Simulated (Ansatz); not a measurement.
# BAs (F-43m): converging a phonon calculation, part 2 of 4

Wanted: convergence of the phonons of BAs (F-43m) against cost.

Ansatz 0.2.0; DFT LDA, scalar-relativistic, plane waves, PAW; PAW set soft_1.

So far, highest frequency on the path or at a solved wavevector (cm⁻¹): step 3 (phonons on a q mesh) 741; step 4 (q mesh 2×2×2) 741. The relaxed cell has a = 4.732 Å (conventional setting).

## 6. Another q mesh, q mesh 6×6×6

The q mesh is changed to 6×6×6, to see how far the force constants must reach.

Input file input.yaml:

```yaml
crystal:
  lattice:
    - [0.0, 2.3658309543, 2.3658309543]
    - [2.3658309543, 0.0, 2.3658309543]
    - [2.3658309543, 2.3658309543, 0.0]
  atoms:
    - { symbol: B, position: [0.0, 0.0, 0.0] }
    - { symbol: As, position: [0.25, 0.25, 0.25] }
kpoints:
  mp_grid: { grid: [12, 12, 12] }
hamiltonian:
  xc: lda
  pseudopotentials: { kind: paw, azcp: { folder: soft_1 }, xc_functional: pbe }
scf:
  occupations: { method: fixed }
output:
  eigenvalues: true
phonons:
  method: dfpt
  qmesh: [6, 6, 6]
  temperatures: { t_max: 1000, t_step: 50 }
  qpath:
    path:
      - [[0.0, 0.0, 0.0], [-0.5, -0.5, 0.0], [-0.375, -0.375, 0.25]]
      - [[-0.375, 0.0, 0.375], [0.0, 0.0, 0.0], [0.0, 0.0, 0.5], [-0.5, -0.25, 0.25], [-0.5, -0.5, 0.0]]
    npoints: 10
  non_analytic_term:
    high_frequency_dielectric_tensor: [[9.6578, 0.0, 0.0], [0.0, 9.6578, 0.0], [0.0, 0.0, 9.6578]]
    born_effective_charges:
      - { species: B, tensor: [[-0.5391, 0.0, 0.0], [0.0, -0.5391, 0.0], [0.0, 0.0, -0.5391]] }
      - { species: As, tensor: [[0.5391, 0.0, 0.0], [0.0, 0.5391, 0.0], [0.0, 0.0, 0.5391]] }
    source: "zone-centre run at this cell"
```

Run with:

```bash
> ansatz run input.yaml --threads 4 --pin off --max-ram 10240MiB --backend cpu --events-out ev --progress --plain --runs-dir out
```

Numbers of over 12 decimals in the logs are rounded to 6 here.

Output:

```text
[...]
Crystal: 2 atoms, lattice volume = 26.484 Å³
Basis set: ecut = 420 eV, 531 PW (Γ), exchange–correlation on 48×48×48 points (8 copies of the dense FFT grid, shifted against one another)
Bands: 13, of which v1, the nominal top of the filled ones, is band 9 counted from 1 (8 counted from 0)
Symmetry: 24 space group operations
k-points: 72 of 1728 (time reversal used)
[...]
k-point 71: bands = [... 5 lower, -0.3559, 2.8085, 5.1897, 5.4934, 16.0706, 16.8735, 17.6338, 18.0903]
[...]
ASR residual: 3.777e-6 → 0.000e0 eV/Å²; symmetrization residual: 7.138e-7 eV/Å²
  ASR residual per site (eV/Å²): 7.68e-7 3.78e-6
  Γ frequencies (cm⁻¹): 0.00 0.00 0.00 699.93 699.93 699.93
--- Phonons (arbitrary-q DFPT): 16 irreducible q on the 6×6×6 mesh ---
[...]
interpolated dispersion: 63 rows × 6 modes
[...]
[key lines of the parts left out:]
SCF converged after 9 iterations
Free energy (F): -4923.535285 eV
Fermi energy:    10.861210 eV
```

Wall time 5.7 min (4 threads of Arm Neoverse V2, shared host); peak memory 1.7 GiB; 22 min of CPU time.

Frequencies (cm⁻¹) solved at each irreducible wavevector; negative means imaginary. Frequencies by wavevector, by row:

```
q in reciprocal lattice units  star  mode 1  mode 2  mode 3  mode 4  mode 5  mode 6
                        0 0 0     1       0       0       0   699.9   699.9   699.9
                   0 0 0.1667     8    85.4    85.4   157.9   689.9   689.9   706.2
                   0 0 0.3333     8   128.4   128.4   272.2   679.6   679.6   710.6
                     0 0 -0.5     4   139.1   139.1   312.7   677.1   677.1     713
              0 0.1667 0.1667     6   113.2   113.2   164.1   678.4   678.4   712.6
              0 0.1667 0.3333    24   148.4     170   241.7   662.6     666   715.2
                0 0.1667 -0.5    24     162     196   293.8   654.4   662.4   714.6
             0 0.1667 -0.3333    24   157.6   194.5   280.3     657   665.2   711.1
             0 0.1667 -0.1667    12     127   162.3   211.4   670.1   677.8   706.7
              0 0.3333 0.3333     6   175.6   175.6     281   650.4   650.4   731.1
                0 0.3333 -0.5    24   186.1   221.9   297.1   639.7   645.5   727.7
             0 0.3333 -0.3333    12   182.4   260.7   272.4   638.2   649.7   717.8
                  0 -0.5 -0.5     3   192.7   192.7   321.7   640.5   640.5   740.9
           0.1667 0.3333 -0.5    24   189.7   214.8   267.5   646.5   651.8   715.8
        0.1667 0.3333 -0.3333    24   201.6   240.9   278.8   637.8   647.5   715.3
          0.1667 -0.5 -0.3333    12     218   231.3   291.4   633.2   641.4   721.7
```

The mean frequency is 442.9 cm⁻¹, -0.1 cm⁻¹ against the base run.

## 7. Side by side

Times are for 4 threads of Arm Neoverse V2, shared host. Results by setting:

```
no.  q mesh    k-mesh  mean frequency (cm⁻¹)  zero-point energy per atom (meV)  lowest frequency on the path (cm⁻¹)     time  memory (GiB)
  1   2×2×2  12×12×12                  443.6                              82.5                                    0     17 s          0.81
  2   3×3×3  12×12×12                  443.2                             82.43                                    0     47 s           1.1
  3   6×6×6  12×12×12                  442.9                             82.36                                    0  5.7 min           1.7
```

The runs together. Phonon density of states against wavenumber; read off at these points; values in 1/cm⁻¹/cell:

```
wavenumber (cm⁻¹)  2×2×2, 12×12×12  3×3×3, 12×12×12  6×6×6, 12×12×12
                5           1.0e-5                0                0
               25           2.5e-4           1.1e-4           9.0e-5
               45           8.6e-4           4.3e-4           3.7e-4
               65          0.00188           9.6e-4           8.3e-4
               85          0.00341          0.00187          0.00163
              105          0.00572          0.00337          0.00304
              125          0.00965          0.00635          0.00594
              145           0.0183           0.0152           0.0141
              165           0.0188           0.0188           0.0175
              185           0.0192           0.0257           0.0243
              205           0.0126           0.0157           0.0176
              225           0.0112           0.0112           0.0128
              245           0.0101           0.0111           0.0124
              265           0.0053          0.00633           0.0094
              285           0.0149           0.0254           0.0221
              295           0.0305           0.0176           0.0125
              305           0.0146          0.00889          0.00721
              325           1.2e-4                0           8.0e-5
              345                0                0                0
              365                0                0                0
              385                0                0                0
              405                0                0                0
              425                0                0                0
              445                0                0                0
              465                0                0                0
              485                0                0                0
              505                0                0                0
              525                0                0                0
              545                0                0                0
              565                0                0                0
              585                0                0                0
              605                0                0                0
              625                0           0.0046           3.7e-4
              645           0.0197           0.0346           0.0585
              665           0.0347           0.0391           0.0340
              675           0.0544           0.0314           0.0269
              685           0.0530           0.0162           0.0101
              705           0.0368          0.00571           0.0135
              715           0.0385           0.0649           0.0638
              725           0.0146           0.0239           0.0175
              745           1.0e-4                -           6.0e-5
```

The runs together, line C_V. The C_V by temperature; values in J/mol-atom/K:

```
temperature (K)  2×2×2, 12×12×12  3×3×3, 12×12×12  6×6×6, 12×12×12
              0                0                0                0
             50             2.11             1.76             1.69
            100             6.67             6.42             6.36
            150             9.88             9.78             9.77
            200             12.6             12.6             12.6
            250             15.0             15.0             15.0
            300             16.9             17.0             17.0
            350             18.4             18.5             18.5
            400             19.6             19.6             19.6
            450             20.5             20.5             20.6
            500             21.2             21.2             21.3
            550             21.8             21.8             21.8
            600             22.2             22.2             22.3
            650             22.6             22.6             22.6
            700             22.9             22.9             22.9
            750             23.1             23.1             23.2
            800             23.3             23.3             23.4
            850             23.5             23.5             23.5
            900             23.6             23.7             23.7
            950             23.8             23.8             23.8
           1000             23.9             23.9             23.9
```

## 8. Another k mesh, k-mesh 4×4×4, q mesh 2×2×2

The k mesh is changed to 4×4×4 on a small fixed q mesh, to find the coarsest that serves.

input.yaml, the sections that differ from step 6:

```yaml
kpoints:
  mp_grid: { grid: [4, 4, 4] }
phonons:
  method: dfpt
  dielectric: true
  rigid_motions: translations
  qmesh: [2, 2, 2]
  temperatures: { t_max: 1000, t_step: 50 }
  qpath:
    path:
      - [[0.0, 0.0, 0.0], [-0.5, -0.5, 0.0], [-0.375, -0.375, 0.25]]
      - [[-0.375, 0.0, 0.375], [0.0, 0.0, 0.0], [0.0, 0.0, 0.5], [-0.5, -0.25, 0.25], [-0.5, -0.5, 0.0]]
    npoints: 10
# crystal, hamiltonian, scf, output: as in step 6
```

Output:

```text
[...]
Crystal: 2 atoms, lattice volume = 26.484 Å³
Basis set: ecut = 420 eV, 531 PW (Γ), exchange–correlation on 48×48×48 points (8 copies of the dense FFT grid, shifted against one another)
Bands: 13, of which v1, the nominal top of the filled ones, is band 9 counted from 1 (8 counted from 0)
Symmetry: 24 space group operations
k-points: 18 of 64 (irreducible under 4 space group operations, time reversal used)
[...]
SCF iter   1: F=—  HF=-4924.101192 eV  |F-HF|=—  |Δ(HF+E_count)|=         —  Δρ=8.10e-2  dr2=2.23e0  ethr=3.10e-3  ⟨swp⟩=4.3  Hψ=1183  notcnv=0  defer=14
[...]
SCF iter   8: F=-4923.352839 eV  HF=-4923.352839 eV  |F-HF|=1.64e-11  |Δ(HF+E_count)|=   1.32e-9  Δρ=3.42e-7  dr2=1.24e-11  ethr=1.00e-12  ⟨swp⟩=6.4  Hψ=1512  notcnv=0
SCF 1 converged in 8 iterations: F = -4923.352839 eV  dr2 = 1.24e-11
[...]
DFPT response loops at Γ: preconditioner auto → none (the input reference at scf.mixing.eps_inf says where Resta's filter doesn't serve); β = 0.50; Broyden in place of MSR1
── the response to a field inside a basis, on 6×6×6 k-points: an SCF that follows is theirs, and a resumed run solves both again ──
Bands: 10, of which v1, the nominal top of the filled ones, is band 9 counted from 1 (8 counted from 0)
k-points: 28 of 216 (irreducible under 6 space group operations, time reversal used)
[...]
Eigensolver: Dense (28 Hₖ)
SCF iter   1: F=—  HF=-4923.536058 eV  |F-HF|=—  |Δ(HF+E_count)|=         —  Δρ=2.49e-3  dr2=2.15e-3  ethr=1.00e-1
[...]
SCF iter   5: F=-4923.535270 eV  HF=-4923.535270 eV  |F-HF|=2.18e-9  |Δ(HF+E_count)|=   5.65e-8  Δρ=1.92e-5  dr2=4.72e-8  ethr=3.51e-9
SCF 1 converged in 5 iterations: F = -4923.535270 eV  dr2 = 4.72e-8
[...]
WARN: field response: ε∞ stands inside a basis, on 6×6×6 points; the force constants stand on the 4×4×4 k-mesh, whose period is 8.33 times the interband length at k = (0.0000, 0.0000, 0.0000), direct gap 3.271 eV, under 14: take them and everything formed from them as unconverged, and compare with a denser kpoints.mp_grid
[...]
SCF converged after 8 iterations
Free energy (F): -4923.352839 eV
[...]
Internal energy: -4923.352839 eV  (E = F + TS)
E sigma→0 (E₀):  -4923.352839 eV
Fermi energy:    10.901340 eV
[...]
--- Band table (eV; the first three rows and the last of 18) ---
  k-point 0: bands = [... 5 lower, -4.7654, 10.9013, 10.9013, 10.9013, 14.1724, 14.1724, 14.1724, 15.9107]
  k-point 1: bands = [... 5 lower, -3.7404, 5.8786, 9.7184, 9.7184, 14.0755, 15.5752, 15.5752, 18.9015]
  k-point 2: bands = [... 5 lower, -1.8115, 1.9318, 9.0321, 9.0321, 13.7349, 15.6788, 15.6788, 19.6513]
  k-point 17: bands = [... 5 lower, -0.3266, 2.8426, 5.2095, 5.5167, 16.0931, 16.9081, 17.6459, 18.1124]
--- Phonons (Γ-DFPT): 2 representative perturbations + reference, on 18 of 64 k-points (Σ response iterations 6) ---
  k mesh reduced under 4 symmetry operations, with k and −k counted as one. Each operation leaves every solved perturbation unchanged. A smaller set is not considered because the run solves the response to a homogeneous field
  ASR residual: 1.984e-4 → 0.000e0 eV/Å²; symmetrization residual: 7.013e-7 eV/Å²
  ASR residual per site (eV/Å²): 1.34e-4 1.98e-4
  Γ frequencies (cm⁻¹): 0.00 0.00 0.00 714.37 714.37 714.37
  ε∞ (high-frequency dielectric tensor):
        9.658169    -0.000000     0.000000
       -0.000000     9.658169     0.000000
        0.000000     0.000000     9.658169
  ε⁰ (static dielectric tensor: ions relaxed, cell fixed):
        9.770090    -0.000000     0.000000
       -0.000000     9.770090     0.000000
        0.000000     0.000000     9.770090
  ε⁰ − ε∞ (ionic part):
        0.111922    -0.000000     0.000000
       -0.000000     0.111922     0.000000
        0.000000     0.000000     0.111922
  softest optical mode at Γ: 714.37 cm⁻¹; the repairs (sum rule, projections) moved no ω² at Γ by more than (1.87 cm⁻¹)²
  Born effective charges Z* (e; rows j = field, columns β = displacement):
    site 0:
        -0.53890    0.00000    0.00000
        -0.00000   -0.53890   -0.00000
        -0.00000   -0.00000   -0.53890
    site 1:
         0.53890   -0.00000   -0.00000
         0.00000    0.53890    0.00000
         0.00000    0.00000    0.53890
  Z* charge neutrality: 1.877e-3 e pre-enforcement
  solved inside a basis spanned on kpoints, on 6×6×6 k-points, its susceptibility summed on 10×10×10: ε∞ is read to err by 4.4e-2, Z* by 1.7e-2 e (field_mesh: kpoints solves on kpoints); Z* is corrected for what the basis lacks
  optical modes at Γ without the LO–TO term, one row a degenerate level:
      ω (cm⁻¹)  modes    IR ((D/Å)²/amu)
        714.37      3             2.1277
  optical modes at Γ + LO–TO along q̂ = [1.0000, 0.0000, 0.0000]:
      ω (cm⁻¹)  modes    IR ((D/Å)²/amu)
        714.37      2             1.4184
        718.50      1             0.7092
  optical modes at Γ + LO–TO along q̂ = [0.0000, 1.0000, 0.0000]:
      ω (cm⁻¹)  modes    IR ((D/Å)²/amu)
        714.37      2             1.4184
        718.50      1             0.7092
  optical modes at Γ + LO–TO along q̂ = [0.0000, 0.0000, 1.0000]:
      ω (cm⁻¹)  modes    IR ((D/Å)²/amu)
        714.37      2             1.4184
        718.50      1             0.7092
--- Phonons (arbitrary-q DFPT): 3 irreducible q on the 2×2×2 mesh ---
[...]
interpolated dispersion: 63 rows × 6 modes
[...]
```

Run time: 6.5 s. Hardware: 4 threads; peak memory 0.46 GiB.

The run finished; it serves as a test, and its numbers are not taken as the result.

## 9. Another k mesh, k-mesh 6×6×6, q mesh 2×2×2

The k mesh is changed to 6×6×6 on a small fixed q mesh, to find the coarsest that serves.

input.yaml: that of step 8 with these lines changed.

```diff
@@ -9,3 +9,3 @@
 kpoints:
-  mp_grid: { grid: [4, 4, 4] }
+  mp_grid: { grid: [6, 6, 6] }
 hamiltonian:
```

Output:

```text
[...]
Crystal: 2 atoms, lattice volume = 26.484 Å³
Basis set: ecut = 420 eV, 531 PW (Γ), exchange–correlation on 48×48×48 points (8 copies of the dense FFT grid, shifted against one another)
Bands: 13, of which v1, the nominal top of the filled ones, is band 9 counted from 1 (8 counted from 0)
Symmetry: 24 space group operations
k-points: 46 of 216 (irreducible under 4 space group operations, time reversal used)
[...]
SCF iter   1: F=—  HF=-4924.227973 eV  |F-HF|=—  |Δ(HF+E_count)|=         —  Δρ=7.92e-2  dr2=2.13e0  ethr=3.10e-3  ⟨swp⟩=4.3  Hψ=3052  notcnv=0  defer=58
[...]
SCF iter   8: F=-4923.515885 eV  HF=-4923.515885 eV  |F-HF|=2.64e-11  |Δ(HF+E_count)|=  6.05e-10  Δρ=3.46e-7  dr2=1.06e-11  ethr=1.00e-12  ⟨swp⟩=5.9  Hψ=3993  notcnv=0
SCF 1 converged in 8 iterations: F = -4923.515885 eV  dr2 = 1.06e-11
[...]
Bands: 10, of which v1, the nominal top of the filled ones, is band 9 counted from 1 (8 counted from 0)
k-points: 28 of 216 (irreducible under 6 space group operations, time reversal used)
[...]
Eigensolver: Dense (28 Hₖ)
SCF iter   1: F=—  HF=-4923.535083 eV  |F-HF|=—  |Δ(HF+E_count)|=         —  Δρ=4.25e-4  dr2=5.55e-5  ethr=1.00e-1
[...]
SCF iter   4: F=-4923.535063 eV  HF=-4923.535063 eV  |F-HF|=1.37e-8  |Δ(HF+E_count)|=   1.23e-7  Δρ=1.15e-5  dr2=1.99e-8  ethr=2.81e-9
SCF 1 converged in 4 iterations: F = -4923.535063 eV  dr2 = 1.99e-8
[...]
SCF converged after 8 iterations
Free energy (F): -4923.515885 eV
[...]
Internal energy: -4923.515885 eV  (E = F + TS)
E sigma→0 (E₀):  -4923.515885 eV
Fermi energy:    10.867570 eV
[...]
--- Band table (eV; the first three rows and the last of 46) ---
  k-point 0: bands = [... 5 lower, -4.7860, 10.8676, 10.8676, 10.8676, 14.1542, 14.1542, 14.1542, 15.8783]
  k-point 1: bands = [... 5 lower, -4.3231, 7.8725, 10.1663, 10.1663, 14.2587, 15.0628, 15.0628, 17.7174]
  k-point 2: bands = [... 5 lower, -3.0259, 4.0141, 9.3140, 9.3140, 13.8669, 15.7245, 15.7245, 19.5436]
  k-point 45: bands = [... 5 lower, -0.8726, 2.7501, 5.3150, 6.8813, 15.1758, 16.1717, 18.3853, 19.9027]
[...]
ASR residual: 2.673e-4 → 0.000e0 eV/Å²; symmetrization residual: 7.069e-7 eV/Å²
  ASR residual per site (eV/Å²): 1.09e-4 2.67e-4
  Γ frequencies (cm⁻¹): 0.00 0.00 0.00 701.99 701.99 701.99
  ε∞ (high-frequency dielectric tensor):
        9.658275     0.000000    -0.000000
        0.000000     9.658275    -0.000000
       -0.000000    -0.000000     9.658275
  ε⁰ (static dielectric tensor: ions relaxed, cell fixed):
        9.774223     0.000000    -0.000000
        0.000000     9.774223    -0.000000
       -0.000000    -0.000000     9.774223
  ε⁰ − ε∞ (ionic part):
        0.115949     0.000000    -0.000000
        0.000000     0.115949     0.000000
       -0.000000     0.000000     0.115949
[...]
Born effective charges Z* (e; rows j = field, columns β = displacement):
    site 0:
        -0.53900   -0.00000    0.00000
        -0.00000   -0.53900   -0.00000
         0.00000   -0.00000   -0.53900
    site 1:
         0.53900    0.00000   -0.00000
         0.00000    0.53900    0.00000
        -0.00000    0.00000    0.53900
  Z* charge neutrality: 1.935e-3 e pre-enforcement
[...]
optical modes at Γ without the LO–TO term, one row a degenerate level:
      ω (cm⁻¹)  modes    IR ((D/Å)²/amu)
        701.99      3             2.1285
  optical modes at Γ + LO–TO along q̂ = [1.0000, 0.0000, 0.0000]:
      ω (cm⁻¹)  modes    IR ((D/Å)²/amu)
        701.99      2             1.4190
        706.19      1             0.7095
  optical modes at Γ + LO–TO along q̂ = [0.0000, 1.0000, 0.0000]:
      ω (cm⁻¹)  modes    IR ((D/Å)²/amu)
        701.99      2             1.4190
        706.19      1             0.7095
  optical modes at Γ + LO–TO along q̂ = [0.0000, 0.0000, 1.0000]:
      ω (cm⁻¹)  modes    IR ((D/Å)²/amu)
        701.99      2             1.4190
        706.19      1             0.7095
--- Phonons (arbitrary-q DFPT): 3 irreducible q on the 2×2×2 mesh ---
[...]
interpolated dispersion: 63 rows × 6 modes
[...]
```

Elapsed: 8.4 s, on 4 threads; peak memory 0.5 GiB.

The run finished; it serves as a test, and its numbers are not taken as the result.

## 10. Another k mesh, k-mesh 8×8×8, q mesh 2×2×2

The k mesh is changed to 8×8×8 on a small fixed q mesh, to find the coarsest that serves.

input.yaml: that of step 9 with these lines changed.

```diff
@@ -9,3 +9,3 @@
 kpoints:
-  mp_grid: { grid: [6, 6, 6] }
+  mp_grid: { grid: [8, 8, 8] }
 hamiltonian:
```

Output:

```text
[...]
Crystal: 2 atoms, lattice volume = 26.484 Å³
Basis set: ecut = 420 eV, 531 PW (Γ), exchange–correlation on 48×48×48 points (8 copies of the dense FFT grid, shifted against one another)
Bands: 13, of which v1, the nominal top of the filled ones, is band 9 counted from 1 (8 counted from 0)
Symmetry: 24 space group operations
k-points: 95 of 512 (irreducible under 4 space group operations, time reversal used)
[...]
optical modes at Γ + LO–TO along q̂ = [0.0000, 1.0000, 0.0000]:
      ω (cm⁻¹)  modes    IR ((D/Å)²/amu)
        700.26      2             1.4186
        704.47      1             0.7093
  optical modes at Γ + LO–TO along q̂ = [0.0000, 0.0000, 1.0000]:
      ω (cm⁻¹)  modes    IR ((D/Å)²/amu)
        700.26      2             1.4186
        704.47      1             0.7093
--- Phonons (arbitrary-q DFPT): 3 irreducible q on the 2×2×2 mesh ---
[...]
interpolated dispersion: 63 rows × 6 modes
[...]
[key lines of the parts left out:]
SCF converged after 8 iterations
Free energy (F): -4923.532762 eV
Fermi energy:    10.862294 eV
```

It took 14 s on 4 threads; peak memory 0.56 GiB.

The highest optical mode at the zone centre (no LO-TO term) is 700.3 cm⁻¹, +0.3 cm⁻¹ against the base run.

The log warns of the k mesh: “the force constants stand on the 8×8×8 k-mesh, whose period is 11.36 times the interband length at k = (0.0000, 0.0000, 0.0000), direct gap 3.289 eV, under 14: take them and everything formed from them as unconverged”.

[end of part 2 of 4]

[Logs are printed without paths, hosts, clocks, repeated set-up lines and the standing remarks that a program may print on its own settings, such as how far it seeks lower states.]

[Hosts, paths, dates, database ids (printed as entryN), source tags and the programs' standing remarks are cut or masked in the printed files.]
